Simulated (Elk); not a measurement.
An input for Elk 11.2.3 (patched build) (SrCl2 (Fm-3m)):

```
tasks
  185
  186
  187

xctype
  20

rgkmax
  8.5

gmaxvr
  18.0

lmaxapw
  10

lmaxo
  8

nxlo
  2

lorbcnd
  .true.

autolinengy
  .true.

tshift
  .false.

ngridk
  4 4 4

vkloff
  0.05 0.15 0.25

nempty
  10

swidth
  0.00551

scissor
  0.07522

gmaxrf
  2.5

wplot
  331 100 0
  0.0 0.6086

optcomp
  1 1
  2 2
  3 3

nvbse
  4

ncbse
  4

sppath
  './'

avec
  -0.0000000000 6.5920261268 6.5920261268
  6.5920261268 -0.0000000000 6.5920261268
  6.5920261268 6.5920261268 -0.0000000000

atoms
  2
  'Sr.in'
  1
  0.0000000000 0.0000000000 0.0000000000
  'Cl.in'
  2
  0.2500000000 0.2500000000 0.2500000000
  0.7500000000 0.7500000000 0.7500000000
```

```sh
OMP_NUM_THREADS=4 elk > log
```

Estimate wall time and host memory on 4 threads of Arm Neoverse V1, shared host.

It took 2.5 min; on shared hardware allow 74 s to 4.9 min. Peak host memory was 0.28 GiB.

The kernel grows as the square of the matrix size, and full diagonalisation as its cube.

[Paths, hosts, dates, memory and timing lines, banners, echoed tables and standing remarks are left out of the program output.]

[Logs are printed without paths, hosts, clocks, repeated set-up lines and the standing remarks that a program may print on its own settings, such as how far it seeks lower states.]

[Runs of the session that timed out or met a known fault of the program may be left out.]

[Hosts, paths, dates, database ids (printed as entryN), source tags and the programs' standing remarks are cut or masked in the printed files.]
